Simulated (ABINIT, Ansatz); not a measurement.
**TlBiSe3 (Pm-3m): zone-centre phonons**

Which modes does TlBiSe3 (Pm-3m) have at the zone centre?

Main program and level: ABINIT 10.8.3; DFT LDA, scalar-relativistic, plane waves, HGH norm-conserving pseudopotentials.

The structure was built from a prototype and need not be the compound's stable phase.

## (1) The starting structure

It takes space group Pm-3m (No. 221, cubic). The conventional cell has a = 5.391 Å, b = 5.391 Å, c = 5.391 Å, α = 90.00°, β = 90.00°, γ = 90.00°. Nearest to Tl lie 12 Se at 3.81 Å. Nearest to Bi lie 6 Se at 2.70 Å. Nearest to Se lie 2 Bi at 2.70 Å. Farther neighbours and most contacts between anions are not listed.

## (2) Relaxing the cell and atoms

The harmonic expansion needs vanishing forces, and a free crystal bears no stress, so cell and atoms are brought to rest. Stress is more sensitive to the basis than forces are: the last 3 Ha under the cutoff are smoothed with ecutsm, and the cutoff is raised above that of the later runs.

The starting cell comes from a relaxation made beforehand in Ansatz (LDA, PseudoDojo NC).

Input file relax.abi:

```
# relaxation
ionmov 2
optcell 2
dilatmx 1.08
ntime 40
tolmxf 1.0d-05
tolvrs 1.0d-14
prtwf 0
prtden 0
chksymtnons 0

# basis, mesh and filling
ecut 26.0
ecutsm 3.0
ixc 7
ngkpt 6 6 6
nshiftk 1
shiftk 0.0 0.0 0.0
istwfk *1
occopt 6
tsmear 0.01
nband 20
nstep 100
diemac 1000000.0
prtebands 0
prtgsr 0

# cell and atoms
acell 3*1.0 Angstrom
rprim 
    5.390561158 0.0 0.0
    0.0 5.390561158 0.0
    0.0 0.0 5.390561158
ntypat 3
znucl 81 83 34
natom 5
typat 1 2 3 3 3
xred 
    0.0 0.0 0.0
    0.5 0.5 0.5
    0.5 0.5 0.0
    0.5 0.0 0.5
    0.0 0.5 0.5
pp_dirpath "./pseudo"
pseudos "Tl.hgh, Bi.hgh, Se.hgh"
```

Run with:

```
$ OMP_NUM_THREADS=1 mpirun -n 4 abinit relax.abi > relax.log
```

Numbers of over 12 decimals in the logs are rounded to 6 here.

relax.abo, the main output file:

```text
[banners, grids, parts of the stress and lines that vanish by symmetry left out]
- input  file    -> relax.abi
- output file    -> relax.abo
- root for input  files -> relaxi
[...]
Symmetries : space group Pm -3 m (#221); Bravais cP (primitive cubic)
[...]
mpw =        8490          nfft =      157464          nkpt =          20
[...]
== DATASET  1 ==================================================================
[...]
cutoff_energies: {ecut:  26.0, pawecutdg:  -1.0, }
[...]
Exchange-correlation functional for the present dataset will be:
  LDA: Perdew-Wang 92 LSD fit to Ceperley-Alder data - ixc=7
[...]
ETOT  1  -36.120384237127    -3.612E+01 1.577E-02 9.982E+02
 ETOT  2  -36.224223672013    -1.038E-01 5.803E-03 8.043E+01
 ETOT  3  -36.230241495183    -6.018E-03 5.970E-04 1.188E+01
 ETOT  4  -36.231049464341    -8.080E-04 1.606E-03 4.378E-01
 ETOT  5  -36.231085530901    -3.607E-05 1.731E-04 6.611E-03
[...]
At SCF step   12       vres2   =  4.27E-15 < tolvrs=  1.00E-14 =>converged.
[...]
sigma(1 1)= -3.29656048E-06  sigma(3 2)=  0.00000000E+00
  sigma(2 2)= -3.29656048E-06  sigma(3 1)=  0.00000000E+00
  sigma(3 3)= -3.29656048E-06  sigma(2 1)=  0.00000000E+00
[...]
convergence: {deltae: -1.940E-12, res2:  4.268E-15, residm:  4.621E-05, diffor: null, }
etotal    :  -3.62310860E+01
[...]
ETOT  1  -36.231086475150    -3.623E+01 1.833E-05 6.147E-03
[...]
At SCF step    9       vres2   =  2.17E-15 < tolvrs=  1.00E-14 =>converged.
[...]
sigma(1 1)= -2.90063494E-06  sigma(3 2)=  0.00000000E+00
  sigma(2 2)= -2.90063494E-06  sigma(3 1)=  0.00000000E+00
  sigma(3 3)= -2.90063494E-06  sigma(2 1)=  0.00000000E+00
[...]
convergence: {deltae:  1.329E-12, res2:  2.165E-15, residm:  5.402E-06, diffor: null, }
etotal    :  -3.62310869E+01
[...]
ETOT  1  -36.231065290046    -3.623E+01 4.529E-06 3.326E-01
[...]
ETOT  9  -36.231090285881    -4.050E-13 8.378E-07 1.128E-13
 ETOT 10  -36.231090285880     9.663E-13 1.238E-06 3.407E-15
 At SCF step   10       vres2   =  3.41E-15 < tolvrs=  1.00E-14 =>converged.
[...]
sigma(1 1)= -1.19822612E-08  sigma(3 2)=  0.00000000E+00
  sigma(2 2)= -1.19822612E-08  sigma(3 1)=  0.00000000E+00
  sigma(3 3)= -1.19822612E-08  sigma(2 1)=  0.00000000E+00
[...]
convergence: {deltae:  9.663E-13, res2:  3.407E-15, residm:  1.238E-06, diffor: null, }
etotal    :  -3.62310903E+01
[...]
At Broyd/MD step   3, gradients are converged :
[...]
sigma(1 1)= -1.19822612E-08  sigma(3 2)=  0.00000000E+00
  sigma(2 2)= -1.19822612E-08  sigma(3 1)=  0.00000000E+00
  sigma(3 3)= -1.19822612E-08  sigma(2 1)=  0.00000000E+00
[...]
- sigma(1 1)= -3.52530297E-04  sigma(3 2)=  0.00000000E+00
- sigma(2 2)= -3.52530297E-04  sigma(3 1)=  0.00000000E+00
- sigma(3 3)= -3.52530297E-04  sigma(2 1)=  0.00000000E+00
[...]
fcart     -0.0000000000E+00 -0.0000000000E+00 -0.0000000000E+00
           strten     -1.1982261234E-08 -1.1982261233E-08 -1.1982261234E-08
================================================================================

[key lines of the parts left out:]
pressure_GPa:   3.5253E-04
Total energy (etotal) [Ha]= -3.62310902858802E+01
```

Run time: 2.9 min. Hardware: 4 MPI ranks of Intel Xeon at 2.70GHz, shared host; 12 min of CPU time.

Little changed from the start: no atom moved by 0.005 Å and no cell edge by 0.1 %.

Numbers from this step:

| Property | Result |
| --- | --- |
| volume per atom | 31.41 Å³ |
| pressure | 3.53e-4 GPa |
| gap on the k-mesh | 0 eV |

The volume changes by +0.2 % from the cell with which this run began.

## (3) Self-consistent run for the response

First-order wavefunctions inherit every error of the ground state, hence the very tight tolvrs. Occupations are smeared.

Input file gs.abi:

```
# ground state
tolvrs 1.0d-16
prtden 1
prtwf 1

# basis, mesh and filling
ecut 20.0
ixc 7
ngkpt 6 6 6
nshiftk 1
shiftk 0.0 0.0 0.0
istwfk *1
occopt 6
tsmear 0.01
nband 20
nstep 100
diemac 1000000.0
prtebands 0
prtgsr 0

# cell and atoms
acell 3*1.0 Angstrom
rprim 
    5.395009614 0.0 0.0
    0.0 5.395009614 0.0
    0.0 0.0 5.395009614
ntypat 3
znucl 81 83 34
natom 5
typat 1 2 3 3 3
xred 
    0.0 0.0 0.0
    0.5 0.5 0.5
    0.5 0.5 0.0
    0.5 0.0 0.5
    0.0 0.5 0.5
pp_dirpath "./pseudo"
pseudos "Tl.hgh, Bi.hgh, Se.hgh"
```

Run with:

```
$ OMP_NUM_THREADS=1 mpirun -n 4 abinit gs.abi > gs.log
```

gs.abo, the main output file:

```text
[banners, grids, parts of the stress and lines that vanish by symmetry left out]
- input  file    -> gs.abi
- output file    -> gs.abo
- root for input  files -> gsi
[...]
Symmetries : space group Pm -3 m (#221); Bravais cP (primitive cubic)
[...]
mpw =        4632          nfft =       91125          nkpt =          20
[...]
== DATASET  1 ==================================================================
[...]
cutoff_energies: {ecut:  20.0, pawecutdg:  -1.0, }
[...]
Exchange-correlation functional for the present dataset will be:
  LDA: Perdew-Wang 92 LSD fit to Ceperley-Alder data - ixc=7
[...]
ETOT  1  -36.115106416560    -3.612E+01 3.670E-02 5.731E+02
 ETOT  2  -36.218417924316    -1.033E-01 6.330E-03 4.541E+01
 ETOT  3  -36.224072492928    -5.655E-03 5.500E-04 6.655E+00
 ETOT  4  -36.224848668077    -7.762E-04 7.470E-04 2.548E-01
 ETOT  5  -36.224886542157    -3.787E-05 2.756E-04 4.034E-03
[...]
ETOT 12  -36.224887020991    -4.690E-13 3.160E-05 2.283E-15
 ETOT 13  -36.224887020989     1.712E-12 1.773E-05 3.772E-17
 At SCF step   13       vres2   =  3.77E-17 < tolvrs=  1.00E-16 =>converged.
[...]
sigma(1 1)=  2.68971158E-05  sigma(3 2)=  0.00000000E+00
  sigma(2 2)=  2.68971158E-05  sigma(3 1)=  0.00000000E+00
  sigma(3 3)=  2.68971158E-05  sigma(2 1)=  0.00000000E+00
[...]
convergence: {deltae:  1.712E-12, res2:  3.772E-17, residm:  1.773E-05, diffor: null, }
etotal    :  -3.62248870E+01
[...]
sigma(1 1)=  2.68971158E-05  sigma(3 2)=  0.00000000E+00
  sigma(2 2)=  2.68971158E-05  sigma(3 1)=  0.00000000E+00
  sigma(3 3)=  2.68971158E-05  sigma(2 1)=  0.00000000E+00
[...]
- sigma(1 1)=  7.91340468E-01  sigma(3 2)=  0.00000000E+00
- sigma(2 2)=  7.91340468E-01  sigma(3 1)=  0.00000000E+00
- sigma(3 3)=  7.91340468E-01  sigma(2 1)=  0.00000000E+00
[...]
fcart     -0.0000000000E+00 -0.0000000000E+00 -0.0000000000E+00
           strten      2.6897115797E-05  2.6897115797E-05  2.6897115797E-05
================================================================================

[key lines of the parts left out:]
pressure_GPa:  -7.9134E-01
```

Elapsed: 43 s, on 4 MPI ranks.

Read from the output:

```
pressure : -0.7913 GPa
```

The cell stands at -0.79 GPa: the relaxation ran with a smoothed and higher cutoff, and the difference is a stress of the finite basis.

(Part 1 of 4 ends here.)

[Host names and launcher messages were left out of these logs when they were recorded.]

[Logs are printed without paths, hosts, clocks, repeated set-up lines and the standing remarks that a program may print on its own settings, such as how far it seeks lower states.]

[Hosts, paths, dates, database ids (printed as entryN), source tags and the programs' standing remarks are cut or masked in the printed files.]
